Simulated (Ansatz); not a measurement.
# Is the response still linear at 0.25 V/Å? Ti2CO2 MXene bilayer, AB

The dipole of a slab grows in proportion to a weak field along its normal. Does the weak-field slope carry to a strong field?

**Method.** Ansatz 0.2.0, plane waves with PAW datasets (its set soft_2), PBE-D4; atoms held at their relaxed places, 18 Å of vacuum, dipole correction, cell area 7.87 Å², 18×18 k-points, smearing 0.05 eV. Without field the slab has a gap of 0.30 eV.

```
  run  field (V/Å)  dipole (e·Å)
run 1        −0.03      −0.01549
run 2         0.00       0.00001
run 3         0.03       0.01549
run 4         0.25             ?
```

**Question.** What value belongs in the row marked “?”, and how far can the other rows tell?

A least-squares line through the 3 rows shown has slope 0.516333 and intercept 0.000003; no row lies more than 0.00001 e·Å off it. A perfect conductor with that slope would be 180.95 × 0.51633 / 7.87 = 11.87 Å thick. At 0.25 it gives 0.516333 × 0.25 + 0.000003 = 0.12909 e·Å, beyond the rows fitted. Rounding and scatter of the rows alone allow about ±0.00006 e·Å there.

The run itself gives 0.13121 e·Å: a miss of +0.00212 e·Å. That is 1.6 % of the induced dipole, a small departure from the straight line; meanwhile the gap has gone from 0.30 eV to 0.11 eV.

Caveats: Ions are held, so this is the electronic response. Of the series that stay linear within 1 %, this collection keeps about one in seven, and it keeps all that bend. With a small gap or none the response hangs on mesh and smearing, which were not varied here.

[Logs are printed without paths, hosts, clocks, repeated set-up lines and the standing remarks that a program may print on its own settings, such as how far it seeks lower states.]
